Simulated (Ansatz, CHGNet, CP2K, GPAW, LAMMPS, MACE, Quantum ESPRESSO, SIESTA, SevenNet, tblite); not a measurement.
**Running glassy Na2Si4O9 (90 atoms) with tblite**

Aim: run glassy Na2Si4O9 (90 atoms) in tblite and see how near its forces come to a plane-wave reference, and at what cost.

Calculated with tblite 0.8.0; the method is named at each step.

### 1. The starting structure

The cell holds 90 atoms: 12 Na, 54 O and 24 Si. Cell: a = 10.817 Å, b = 10.817 Å, c = 10.817 Å, α = 90.0°, β = 90.0°, γ = 90.0°. 90 atoms (12 Na, 54 O, 24 Si) placed at random at 2.38 g/cm³, melted at 4500 K for 20 ps at fixed volume with the Morse and Coulomb pair potential with partial charges (Pedone, Malavasi, Menziani, Cormack and Segre, J. Phys. Chem. B 110, 11780 (2006)). Quenched from 4500 K to 300 K at 10 K/ps and fixed volume, held 5 ps.

The yardstick, on the same geometry:

| Item | Value |
| --- | --- |
| method | Kohn-Sham DFT, PBE, PAW, plane waves (Ansatz 0.2.0); cutoff 420 eV, Γ point, fermi-dirac smearing of 0.05 eV; PAW set soft_2 |
| r.m.s. force component | 1.292 eV/Å |
| longest force | 5.169 eV/Å |
| pressure | 4.954 GPa |
| gap (highest filled to lowest empty level) | 2.725 eV |
| SCF cycles | 9 |
| time | 14 s on 4 threads of Arm Neoverse V2, shared host |
| CPU time | 54 s |

### 2. GFN1-xTB

Method: GFN1-xTB tight binding, diagonalisation.

Contents of run.py:

```python
import numpy as np
from ase.io import read
from tblite.ase import TBLite

atoms = read("structure.xyz")
atoms.calc = TBLite(method="GFN1-xTB", electronic_temperature=580, accuracy=1.0, max_iterations=250, mixer_damping=0.4, verbosity=1)
energy = atoms.get_potential_energy()
forces = atoms.get_forces()
print(f"energy {energy:.6f} eV")
print("forces (eV/A)")
for i, (a, f) in enumerate(zip(atoms, forces)):
    print(f"{i:4d} {a.symbol:2s} {f[0]:10.5f} {f[1]:10.5f} {f[2]:10.5f}")
stress = -atoms.get_stress(voigt=False) * 160.21766
print("stress (GPa, compression positive)")
for row in stress:
    print(" ".join(f"{x:10.4f}" for x in row))
print("charges (e)")
print(np.array2string(atoms.get_charges(), precision=4, suppress_small=True, max_line_width=110, threshold=100000))
```

Contents of structure.xyz:

```xyz
90
Lattice="10.81660 0.00000 0.00000 0.00000 10.81660 0.00000 0.00000 0.00000 10.81660" Properties=species:S:1:pos:R:3 pbc="T T T"
Na 4.42723 9.63110 1.74753
Na 5.85578 8.42862 10.44646
Na 4.99619 3.34774 7.56773
Na 5.75670 1.24239 4.85568
Na 6.00181 6.49537 4.65071
Na 6.06530 3.35196 0.08188
Na 9.41931 1.44229 2.45991
Na 6.86584 9.10422 4.15595
Na 7.05783 1.29583 2.48090
Na 8.97994 6.69407 6.12544
Na 10.37042 3.46174 5.87742
Na 7.37930 3.21642 7.54177
O 6.09321 1.33401 7.39888
O 4.65763 4.77272 2.33671
O 1.53736 7.39033 10.60503
O 2.97381 1.76970 7.90823
O 4.91203 0.88610 9.49319
O 10.55960 5.52555 10.09632
O 3.52589 4.73789 6.13280
O 10.13018 4.78105 3.81177
O 2.33963 1.62541 10.55116
O 1.93855 9.68443 0.76744
O 2.63373 8.57248 4.97964
O 2.23352 4.95519 10.59951
O 9.76220 9.81174 8.43565
O 8.46118 5.87255 8.47329
O 4.60052 7.23328 6.82668
O 0.71411 6.98493 4.27267
O 3.60561 5.64032 8.50931
O 7.80807 5.09354 5.04746
O 7.50780 5.96957 10.79064
O 3.81826 8.75993 9.98794
O 7.34544 10.60676 9.27880
O 10.66895 9.50931 2.24563
O 9.66225 0.95543 9.99432
O 0.95781 0.48015 7.22527
O 2.29463 10.26831 3.23514
O 6.93593 8.11634 6.04021
O 3.87407 2.99652 4.04314
O 4.54362 5.82744 0.02856
O 8.32510 2.45288 0.72471
O 3.99284 3.32686 9.76285
O 1.94061 2.60788 5.70835
O 1.89377 4.67753 4.11756
O 2.07592 6.64301 6.47179
O 8.31797 2.80712 3.92383
O 6.20429 6.90564 1.81762
O 4.74016 9.94835 3.95942
O 8.71904 7.53149 1.87008
O 1.54104 9.35820 8.86723
O 9.24257 3.48338 9.26723
O 10.66117 4.75887 7.55529
O 0.88858 1.02152 1.79880
O 5.00008 2.17976 1.81005
O 9.06442 9.38870 0.17177
O 0.78604 5.79164 1.81394
[... 30 atom lines left out ...]
Si 5.90759 0.16939 8.43176
Si 2.22303 1.25494 6.58580
Si 7.76015 6.35335 1.54212
Si 4.66542 6.21349 1.64932
```

Launch:

```bash
OMP_NUM_THREADS=1 python run.py > output.txt
```

The program printed:

```text
------------------------------------------------------------
  cycle        total energy    energy error   density error
------------------------------------------------------------
      1     -284.0659462683  -2.8568747E+02   1.0077724E+00
      2     -281.6201351063   2.4458112E+00   7.9603249E-01
      3     -300.2139222441  -1.8593787E+01   4.9201303E-01
      4     -306.8897848498  -6.6758626E+00   1.1426405E-01
      5     -307.7095339464  -8.1974910E-01   2.2501498E-02
      6     -307.7323383492  -2.2804403E-02   7.9148171E-03
      7     -307.7337251169  -1.3867676E-03   3.8816208E-03
      8     -307.7344418094  -7.1669249E-04   9.5380609E-04
      9     -307.7344644986  -2.2689235E-05   3.4649643E-04
     10     -307.7344662230  -1.7244024E-06   1.7006393E-04
     11     -307.7344666977  -4.7471656E-07   1.1677198E-04
     12     -307.7344673199  -6.2222210E-07   1.9373432E-05
------------------------------------------------------------
 total:                                   3.632 sec
energy -8373.881383 eV
forces (eV/A)
   0 Na   -0.57960   -0.13745    0.14252
   1 Na    0.23265   -0.28861   -0.51497
   2 Na   -3.77779    0.21192    0.05828
   3 Na   -0.57276   -0.02161    0.82301
   4 Na   -0.13842   -0.63657   -0.03566
   5 Na    0.12157    0.13518    0.15969
   6 Na    4.16859    0.35206   -0.23018
   7 Na    0.22753    0.42139   -0.29626
   8 Na   -3.58371   -0.05644   -0.85056
   9 Na    0.14937    0.05491    0.22664
  10 Na    0.25625    0.07018    0.02735
  11 Na    3.85813   -0.05422    0.04663
  12 O     0.88134    0.76417   -1.22143
  13 O    -0.85323   -3.11309    0.62767
  14 O    -0.95703   -0.72629    0.28590
  15 O     1.31335   -0.07344    2.20350
  16 O    -0.36676   -1.31134    1.67761
  17 O     0.20559    0.65432    0.64227
  18 O     1.21035   -0.96826   -0.67352
  19 O     1.15163    0.30036   -0.26509
  20 O     1.03424   -0.87669   -1.52110
  21 O     0.02844    0.25323   -0.62209
  22 O     0.46240    0.06255    0.13743
  23 O    -0.76422   -0.55780   -0.13199
[...]
82 Si   -0.41408    0.75327    2.08120
  83 Si    0.88755    0.61711   -1.20601
  84 Si    1.03584   -0.65114   -0.03000
  85 Si   -3.00851    1.42013   -1.48783
  86 Si    2.45598    0.55459   -0.47126
  87 Si    0.46568   -0.29149    0.49282
  88 Si   -2.77967   -2.19936   -1.00549
  89 Si    0.97262    0.93568   -0.09791
stress (GPa, compression positive)
   12.1732    -1.2568    -1.6885
   -1.2568     9.6645    -0.2912
   -1.6885    -0.2912     8.8510
charges (e)
[ 0.3365  0.3529  0.362   0.3417  0.3754  0.3897  0.338   0.3414  0.3378  0.3452  0.3409  0.3599 -0.4689
 -0.299  -0.2471 -0.2881 -0.2321 -0.2497 -0.279  -0.2826 -0.2428 -0.2591 -0.2479 -0.2734 -0.2331 -0.3031
 -0.2405 -0.249  -0.2152 -0.4786 -0.2648 -0.4687 -0.2826 -0.257  -0.2756 -0.264  -0.2549 -0.461  -0.2796
 -0.2657 -0.4506 -0.2846 -0.2734 -0.2403 -0.2314 -0.4564 -0.3293 -0.436  -0.2343 -0.2475 -0.2741 -0.4581
 -0.2892 -0.4254 -0.2782 -0.2211 -0.2775 -0.285  -0.238  -0.2417 -0.2283 -0.2715 -0.4808 -0.4533 -0.2458
 -0.4285  0.4336  0.5361  0.4894  0.5     0.508   0.5441  0.5432  0.5369  0.4692  0.5218  0.5048  0.5137
  0.5309  0.4935  0.5416  0.4697  0.4857  0.4875  0.5509  0.5537  0.5095  0.5195  0.5155  0.4628]
```

It took 4.1 s on 1 thread of Arm Neoverse V2, shared host; peak memory 0.12 GiB.

Banners, paths, timers and routine set-up lines are dropped from the logs unmarked, and long logs keep their key lines alone; longer cuts are marked.

Against the reference:

```
r.m.s. force component                  : 1.18 eV/Å
r.m.s. difference of force components   : 654.7 meV/Å
longest difference of force vectors     : 3458 meV/Å
force difference over r.m.s. force      : 50.69 %
slope of forces against the reference's : 0.7889
correlation of force components         : 0.8635
pressure                                : 10.23 GPa
pressure difference                     : 5.276 GPa
```

Length of the force difference by element (eV/Å):

```
element  atoms  mean  most
     Na     12   1.3   3.5
      O     54  0.60   1.2
     Si     24   1.4   2.7
```

A closer look about O63, whose charge lies farthest from its element's mean: 12 atoms, nearest first, numbered in the order of the input, with positions taken from that point.

```
atom      x      y      z  distance (Å)  bonds  Mulliken charge (e)     Fx     Fy  Fz (eV/Å)
 O63   0.00   0.00   0.00          0.00      4                -0.48  -1.38  -1.01      -0.11
Si80   0.75   1.31   0.40          1.56      4                 0.49  -0.27  -0.75       1.09
Na12   1.09  -1.48  -1.24          2.21      3                 0.36   3.86  -0.05       0.05
 Na3  -1.30  -1.35  -1.21          2.23      5                 0.36  -3.78   0.21       0.06
 O26   2.17   1.18  -0.30          2.49      3                -0.30   3.12  -0.13      -1.02
 Na6  -0.23  -1.34   2.12          2.52      4                 0.39   0.12   0.14       0.16
 O31   1.21   1.28   2.01          2.67      2                -0.26   0.43   0.46       0.14
 O58   0.20   2.71  -0.18          2.72      3                -0.28  -0.98   1.13      -0.43
Si72  -2.62   0.23   1.09          2.84      4                 0.54  -0.02  -1.31       3.23
 O42  -2.30  -1.37   0.99          2.85      4                -0.28   0.96   0.25      -0.30
 O29  -2.69   0.95  -0.27          2.86      2                -0.22  -0.82   1.00      -2.52
 O40  -1.75   1.13   2.07          2.94      2                -0.27   1.17   0.24       0.17
```

Atoms are counted from 1 here, from 0 in the log.

Forces lie 51 % from the reference's, at 0.076 times its CPU time (on 1 against 4 cores).

### 3. Outcome

| Quantity | Value |
| --- | --- |
| force difference from the reference | tblite GFN1-xTB, 51 % |
| its CPU time | 4.1 s |

What this shows: Tight binding differs by 51 % (tblite GFN1-xTB); it is another model, with fitted parameters of its own, and the xTB methods hold dispersion. One electronic-structure run takes under half the reference's CPU time: tblite GFN1-xTB, at 51 % in 4.1 s against 54 s; its pressure misses by +5.3 GPa. Periodic xTB results under one method name differ between programs and library versions. The quench rate of 10 K/ps is many orders above laboratory rates, so the cell is likely richer in defects and strain than a real sample. The network of bonds at the start is that of the classical potential that made the cell, and needn't be the one that DFT or experiment would give. The electronic-structure runs sample only Γ, in a cell whose shortest periodic width is 11 Å.

[Also dropped from logs without a mark: logging warnings of Python, and SIESTA's first energy breakdown and zero terms.]

[Logs are printed without paths, hosts, clocks, repeated set-up lines and the standing remarks that a program may print on its own settings, such as how far it seeks lower states.]

[Hosts, paths, dates, database ids (printed as entryN), source tags and the programs' standing remarks are cut or masked in the printed files.]
